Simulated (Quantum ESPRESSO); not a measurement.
# TiAu: spin-resolved density of states, part 2 of 2

Wanted: the exchange-split electronic structure of TiAu.

Quantum ESPRESSO 7.5; LDA; plane waves with GBRV 1.5 LDA potentials, no spin-orbit coupling.

So far: Set-up; Ground-state run.

### Step 3. Post-processing

Level of this step: LDA; plane waves with GBRV 1.5 LDA potentials, no spin-orbit coupling, projections on orthogonalised atomic orbitals (Quantum ESPRESSO).

projwfc.in reads:

```
&PROJWFC
  prefix = 'pwscf'
  outdir = './tmp'
  filpdos = 'pdos'
  ngauss = 0
  degauss = 0.01
  DeltaE = 0.05
  Emin = 5.79
  Emax = 19.79
/
```

Started as:

```sh
$ OMP_NUM_THREADS=1 mpirun -n 4 projwfc.x -nk 4 -in projwfc.in > projwfc.out
```

The program printed:

```text
[banner, memory and clock lines left out]
Program PROJWFC v.7.5 starts

     [... lines left out ...]
     IMPORTANT: XC functional enforced from input :
     Exchange-correlation= PZ
                           (   1   1   0   0   0   0   0)
     Any further DFT definition will be discarded
     Please, verify this is what you really want

     G-vector sticks info

     Check: negative core charge=   -0.000003

     negative rho (up, down):  1.676E-03 1.676E-03

     Gaussian broadening (read from input): ngauss,degauss=   0    0.010000

     Calling projwave ....

  Problem Sizes
  natomwfc =           76
  nbnd     =           63
  nkstot   =           96
  npwx     =         3916
  nkb      =          172

     Atomic states used for projection
     (read from pseudopotential files):

     state #   1: atom   1 (Ti1), wfc  1 (l=0 m= 1)
     state #   2: atom   1 (Ti1), wfc  2 (l=1 m= 1)
     state #   3: atom   1 (Ti1), wfc  2 (l=1 m= 2)
     state #   4: atom   1 (Ti1), wfc  2 (l=1 m= 3)
     state #   5: atom   1 (Ti1), wfc  3 (l=0 m= 1)
     state #   6: atom   1 (Ti1), wfc  4 (l=2 m= 1)
     state #   7: atom   1 (Ti1), wfc  4 (l=2 m= 2)
     state #   8: atom   1 (Ti1), wfc  4 (l=2 m= 3)
     state #   9: atom   1 (Ti1), wfc  4 (l=2 m= 4)
     state #  10: atom   1 (Ti1), wfc  4 (l=2 m= 5)
     state #  11: atom   2 (Ti2), wfc  1 (l=0 m= 1)
     state #  12: atom   2 (Ti2), wfc  2 (l=1 m= 1)
     state #  13: atom   2 (Ti2), wfc  2 (l=1 m= 2)
     state #  14: atom   2 (Ti2), wfc  2 (l=1 m= 3)
     state #  15: atom   2 (Ti2), wfc  3 (l=0 m= 1)
     state #  16: atom   2 (Ti2), wfc  4 (l=2 m= 1)
     state #  17: atom   2 (Ti2), wfc  4 (l=2 m= 2)
     state #  18: atom   2 (Ti2), wfc  4 (l=2 m= 3)
     state #  19: atom   2 (Ti2), wfc  4 (l=2 m= 4)
     state #  20: atom   2 (Ti2), wfc  4 (l=2 m= 5)
     state #  21: atom   3 (Ti2), wfc  1 (l=0 m= 1)
     state #  22: atom   3 (Ti2), wfc  2 (l=1 m= 1)
     state #  23: atom   3 (Ti2), wfc  2 (l=1 m= 2)
     state #  24: atom   3 (Ti2), wfc  2 (l=1 m= 3)
     state #  25: atom   3 (Ti2), wfc  3 (l=0 m= 1)
     state #  26: atom   3 (Ti2), wfc  4 (l=2 m= 1)
     state #  27: atom   3 (Ti2), wfc  4 (l=2 m= 2)
     state #  28: atom   3 (Ti2), wfc  4 (l=2 m= 3)
     state #  29: atom   3 (Ti2), wfc  4 (l=2 m= 4)
     state #  30: atom   3 (Ti2), wfc  4 (l=2 m= 5)
     state #  31: atom   4 (Ti1), wfc  1 (l=0 m= 1)
     state #  32: atom   4 (Ti1), wfc  2 (l=1 m= 1)
     state #  33: atom   4 (Ti1), wfc  2 (l=1 m= 2)
     state #  34: atom   4 (Ti1), wfc  2 (l=1 m= 3)
     state #  35: atom   4 (Ti1), wfc  3 (l=0 m= 1)
     state #  36: atom   4 (Ti1), wfc  4 (l=2 m= 1)
     state #  37: atom   4 (Ti1), wfc  4 (l=2 m= 2)
     state #  38: atom   4 (Ti1), wfc  4 (l=2 m= 3)
     state #  39: atom   4 (Ti1), wfc  4 (l=2 m= 4)
     state #  40: atom   4 (Ti1), wfc  4 (l=2 m= 5)
     state #  41: atom   5 (Au ), wfc  1 (l=2 m= 1)
     state #  42: atom   5 (Au ), wfc  1 (l=2 m= 2)
     state #  43: atom   5 (Au ), wfc  1 (l=2 m= 3)
     state #  44: atom   5 (Au ), wfc  1 (l=2 m= 4)
     state #  45: atom   5 (Au ), wfc  1 (l=2 m= 5)
     state #  46: atom   5 (Au ), wfc  2 (l=0 m= 1)
     state #  47: atom   5 (Au ), wfc  3 (l=1 m= 1)
     state #  48: atom   5 (Au ), wfc  3 (l=1 m= 2)
     state #  49: atom   5 (Au ), wfc  3 (l=1 m= 3)
     state #  50: atom   6 (Au ), wfc  1 (l=2 m= 1)
     state #  51: atom   6 (Au ), wfc  1 (l=2 m= 2)
     state #  52: atom   6 (Au ), wfc  1 (l=2 m= 3)
     state #  53: atom   6 (Au ), wfc  1 (l=2 m= 4)
     state #  54: atom   6 (Au ), wfc  1 (l=2 m= 5)
     state #  55: atom   6 (Au ), wfc  2 (l=0 m= 1)
     state #  56: atom   6 (Au ), wfc  3 (l=1 m= 1)
     state #  57: atom   6 (Au ), wfc  3 (l=1 m= 2)
     state #  58: atom   6 (Au ), wfc  3 (l=1 m= 3)
     state #  59: atom   7 (Au ), wfc  1 (l=2 m= 1)
     state #  60: atom   7 (Au ), wfc  1 (l=2 m= 2)
     state #  61: atom   7 (Au ), wfc  1 (l=2 m= 3)
     state #  62: atom   7 (Au ), wfc  1 (l=2 m= 4)
     state #  63: atom   7 (Au ), wfc  1 (l=2 m= 5)
     state #  64: atom   7 (Au ), wfc  2 (l=0 m= 1)
     state #  65: atom   7 (Au ), wfc  3 (l=1 m= 1)
     state #  66: atom   7 (Au ), wfc  3 (l=1 m= 2)
     state #  67: atom   7 (Au ), wfc  3 (l=1 m= 3)
     state #  68: atom   8 (Au ), wfc  1 (l=2 m= 1)
     state #  69: atom   8 (Au ), wfc  1 (l=2 m= 2)
     state #  70: atom   8 (Au ), wfc  1 (l=2 m= 3)
     state #  71: atom   8 (Au ), wfc  1 (l=2 m= 4)
     state #  72: atom   8 (Au ), wfc  1 (l=2 m= 5)
     state #  73: atom   8 (Au ), wfc  2 (l=0 m= 1)
     state #  74: atom   8 (Au ), wfc  3 (l=1 m= 1)
     state #  75: atom   8 (Au ), wfc  3 (l=1 m= 2)
     state #  76: atom   8 (Au ), wfc  3 (l=1 m= 3)

 [... projections of the bands left out ...]

Lowdin Charges:

     Atom #   1: total charge =  10.6973, s =  2.2991, p =  5.9755, d =  2.4228,
                 spin up      =   5.4495, s =  1.1516,
                 spin up      =   5.4495, p =  2.9879, pz=  0.9960, px=  0.9958, py=  0.9962,
                 spin up      =   5.4495, d =  1.3100, dz2=  0.2283, dxz=  0.2957, dyz=  0.2463, dx2-y2=  0.3049, dxy=  0.2348,
                 spin down    =   5.2479, s =  1.1475,
                 spin down    =   5.2479, p =  2.9876, pz=  0.9959, px=  0.9956, py=  0.9961,
                 spin down    =   5.2479, d =  1.1128, dz2=  0.2154, dxz=  0.1860, dyz=  0.2352, dx2-y2=  0.2522, dxy=  0.2239,
                 polarization =   0.2016, s =  0.0040, p =  0.0003, d =  0.1972,
     Atom #   2: total charge =  10.6974, s =  2.2991, p =  5.9755, d =  2.4228,
                 spin up      =   5.2480, s =  1.1475,
                 spin up      =   5.2480, p =  2.9876, pz=  0.9959, px=  0.9956, py=  0.9961,
                 spin up      =   5.2480, d =  1.1129, dz2=  0.2155, dxz=  0.1860, dyz=  0.2353, dx2-y2=  0.2522, dxy=  0.2239,
                 spin down    =   5.4493, s =  1.1516,
                 spin down    =   5.4493, p =  2.9879, pz=  0.9960, px=  0.9958, py=  0.9962,
                 spin down    =   5.4493, d =  1.3098, dz2=  0.2283, dxz=  0.2957, dyz=  0.2463, dx2-y2=  0.3049, dxy=  0.2348,
                 polarization =  -0.2013, s = -0.0040, p = -0.0003, d = -0.1969,
     Atom #   3: total charge =  10.6974, s =  2.2991, p =  5.9755, d =  2.4228,
                 spin up      =   5.2480, s =  1.1475,
                 spin up      =   5.2480, p =  2.9876, pz=  0.9959, px=  0.9956, py=  0.9961,
                 spin up      =   5.2480, d =  1.1129, dz2=  0.2155, dxz=  0.1860, dyz=  0.2353, dx2-y2=  0.2522, dxy=  0.2239,
                 spin down    =   5.4493, s =  1.1516,
                 spin down    =   5.4493, p =  2.9879, pz=  0.9960, px=  0.9958, py=  0.9962,
                 spin down    =   5.4493, d =  1.3098, dz2=  0.2283, dxz=  0.2957, dyz=  0.2463, dx2-y2=  0.3049, dxy=  0.2348,
                 polarization =  -0.2013, s = -0.0040, p = -0.0003, d = -0.1969,
     Atom #   4: total charge =  10.6973, s =  2.2991, p =  5.9755, d =  2.4228,
                 spin up      =   5.4495, s =  1.1516,
                 spin up      =   5.4495, p =  2.9879, pz=  0.9960, px=  0.9958, py=  0.9962,
                 spin up      =   5.4495, d =  1.3100, dz2=  0.2283, dxz=  0.2957, dyz=  0.2463, dx2-y2=  0.3049, dxy=  0.2348,
                 spin down    =   5.2479, s =  1.1475,
                 spin down    =   5.2479, p =  2.9876, pz=  0.9959, px=  0.9956, py=  0.9961,
                 spin down    =   5.2479, d =  1.1128, dz2=  0.2154, dxz=  0.1860, dyz=  0.2352, dx2-y2=  0.2522, dxy=  0.2239,
                 polarization =   0.2016, s =  0.0040, p =  0.0003, d =  0.1972,
     Atom #   5: total charge =  12.2340, s =  0.9167, p =  1.8003, d =  9.5169,
                 spin up      =   6.1143, s =  0.4592,
                 spin up      =   6.1143, p =  0.8984, pz=  0.3310, px=  0.3036, py=  0.2638,
                 spin up      =   6.1143, d =  4.7567, dz2=  0.9527, dxz=  0.9476, dyz=  0.9523, dx2-y2=  0.9492, dxy=  0.9548,
                 spin down    =   6.1197, s =  0.4575,
                 spin down    =   6.1197, p =  0.9019, pz=  0.3303, px=  0.3081, py=  0.2635,
                 spin down    =   6.1197, d =  4.7603, dz2=  0.9527, dxz=  0.9502, dyz=  0.9525, dx2-y2=  0.9507, dxy=  0.9542,
                 polarization =  -0.0054, s =  0.0016, p = -0.0034, d = -0.0036,
     Atom #   6: total charge =  12.2340, s =  0.9167, p =  1.8003, d =  9.5169,
                 spin up      =   6.1197, s =  0.4575,
                 spin up      =   6.1197, p =  0.9019, pz=  0.3303, px=  0.3082, py=  0.2635,
                 spin up      =   6.1197, d =  4.7603, dz2=  0.9527, dxz=  0.9502, dyz=  0.9525, dx2-y2=  0.9507, dxy=  0.9542,
                 spin down    =   6.1143, s =  0.4592,
                 spin down    =   6.1143, p =  0.8984, pz=  0.3310, px=  0.3036, py=  0.2638,
                 spin down    =   6.1143, d =  4.7567, dz2=  0.9527, dxz=  0.9476, dyz=  0.9523, dx2-y2=  0.9492, dxy=  0.9548,
                 polarization =   0.0054, s = -0.0016, p =  0.0034, d =  0.0036,
     Atom #   7: total charge =  12.2340, s =  0.9167, p =  1.8003, d =  9.5169,
                 spin up      =   6.1197, s =  0.4575,
                 spin up      =   6.1197, p =  0.9019, pz=  0.3303, px=  0.3082, py=  0.2635,
                 spin up      =   6.1197, d =  4.7603, dz2=  0.9527, dxz=  0.9502, dyz=  0.9525, dx2-y2=  0.9507, dxy=  0.9542,
                 spin down    =   6.1143, s =  0.4592,
                 spin down    =   6.1143, p =  0.8984, pz=  0.3310, px=  0.3036, py=  0.2638,
                 spin down    =   6.1143, d =  4.7567, dz2=  0.9527, dxz=  0.9476, dyz=  0.9523, dx2-y2=  0.9492, dxy=  0.9548,
                 polarization =   0.0054, s = -0.0016, p =  0.0034, d =  0.0036,
     Atom #   8: total charge =  12.2340, s =  0.9167, p =  1.8003, d =  9.5169,
                 spin up      =   6.1143, s =  0.4592,
                 spin up      =   6.1143, p =  0.8984, pz=  0.3310, px=  0.3036, py=  0.2638,
                 spin up      =   6.1143, d =  4.7567, dz2=  0.9527, dxz=  0.9476, dyz=  0.9523, dx2-y2=  0.9492, dxy=  0.9548,
                 spin down    =   6.1197, s =  0.4575,
                 spin down    =   6.1197, p =  0.9019, pz=  0.3303, px=  0.3081, py=  0.2635,
                 spin down    =   6.1197, d =  4.7603, dz2=  0.9527, dxz=  0.9502, dyz=  0.9525, dx2-y2=  0.9507, dxy=  0.9542,
                 polarization =  -0.0054, s =  0.0016, p = -0.0034, d = -0.0036,
     Spilling Parameter:   0.0030
```

Wall time 3.6 s (4 MPI ranks of Intel Xeon 6975P-C (Granite Rapids), shared host); peak memory 0.39 GiB.

The density of states has structure finer than the step of the table below, so its rows give means over 0.5 eV, whole bins alone (the curve runs from -9.00 to 5.05 eV). Peaks (eV: height): up -5.90: 9, -4.40: 8.15, -0.05: 5.94, 2.05: 8.12; down -5.90: 9, -4.40: 8.15, -0.05: 5.94, 2.05: 8.12; Ti1 d up -0.10: 1.29, 2.10: 1.82; Ti1 d down 0.15: 1.22, 2.05: 1.86; Ti2 d up 0.15: 1.22, 2.05: 1.86.

Gaussian broadening of 0.136 eV on the SCF mesh. The density of states by energy, zero at the Fermi level; means over each step; 7 of 8 lines; values in states/eV/cell:

```
energy (eV)     up   down  Ti1 d up  Ti1 d down  Ti2 d up  Ti2 d down  Au5 p up
       -8.5  0.190  0.190    1.1e-4      1.1e-4    1.1e-4      1.1e-4   0.00804
       -8.0  0.351  0.351    5.0e-4      4.9e-4    4.9e-4      5.0e-4    0.0237
       -7.5  0.575  0.575   0.00161     0.00157   0.00157     0.00161    0.0443
       -7.0   1.03   1.03   0.00684     0.00663   0.00663     0.00684    0.0709
       -6.5   3.51   3.51    0.0493      0.0467    0.0467      0.0492    0.0957
       -6.0   8.23   8.23    0.0972      0.0924    0.0924      0.0972    0.0709
       -5.5   7.30   7.30    0.0747      0.0716    0.0716      0.0747    0.0691
       -5.0   6.73   6.73    0.0716      0.0692    0.0692      0.0716    0.0754
       -4.5   7.42   7.42    0.0832      0.0800    0.0801      0.0832    0.0668
       -4.0   6.35   6.35    0.0772      0.0745    0.0746      0.0772    0.0887
       -3.5   2.92   2.92    0.0507      0.0485    0.0486      0.0507    0.0909
       -3.0   1.70   1.70    0.0634      0.0598    0.0598      0.0634    0.0987
       -2.5   1.09   1.09    0.0585      0.0551    0.0551      0.0585    0.0785
       -2.0  0.632  0.632    0.0373      0.0346    0.0346      0.0373    0.0604
       -1.5   2.12   2.12     0.216       0.200     0.200       0.216     0.166
       -1.0   2.83   2.83     0.338       0.309     0.309       0.338     0.228
       -0.5   4.20   4.20     0.806       0.581     0.581       0.806     0.227
        0.0   5.52   5.52      1.09        1.06      1.06        1.09     0.130
        0.5   4.77   4.77     0.865       0.945     0.945       0.865     0.131
        1.0   3.66   3.66     0.738       0.757     0.757       0.737    0.0767
        1.5   5.22   5.22      1.21        1.08      1.08        1.21    0.0634
        2.0   7.42   7.42      1.68        1.65      1.65        1.68    0.0599
        2.5   3.76   3.76     0.686       0.918     0.918       0.686    0.0645
        3.0   2.01   2.01     0.327       0.373     0.373       0.327    0.0869
        3.5   1.46   1.46     0.211       0.234     0.234       0.211    0.0788
        4.0   1.60   1.60     0.193       0.218     0.218       0.193    0.0932
        4.5  0.756  0.756    0.0714      0.0783    0.0784      0.0715    0.0632
```

### Step 4. Outcome

```yaml
state: antiferromagnetic
largest_moment_in_a_sphere: 0.171 μB
```

Distinct peaks of the density of states (up) stand at -5.90, -4.40, -0.05 and 2.05 eV; the one at -5.90 eV is strongest. These are Kohn–Sham states without spin–orbit coupling, on the mesh of the self-consistent run. The moments are opposed on like sites, so the totals of the two spins are equal and the projections on single atoms show the splitting. Energies are free energies at an electronic temperature of 1160 K, which lowers moments and differences where the moments are itinerant.

[Logs and program files are shortened in this print: banners, set-up blocks, solver, clock and traceback lines can be left out without a mark of their own.]

[Logs are printed without paths, hosts, clocks, repeated set-up lines and the standing remarks that a program may print on its own settings, such as how far it seeks lower states.]

[Hosts, paths, dates, database ids (printed as entryN), source tags and the programs' standing remarks are cut or masked in the printed files.]

[Where a cell is said to come from a database of computed structures, the database is the Materials Project.]
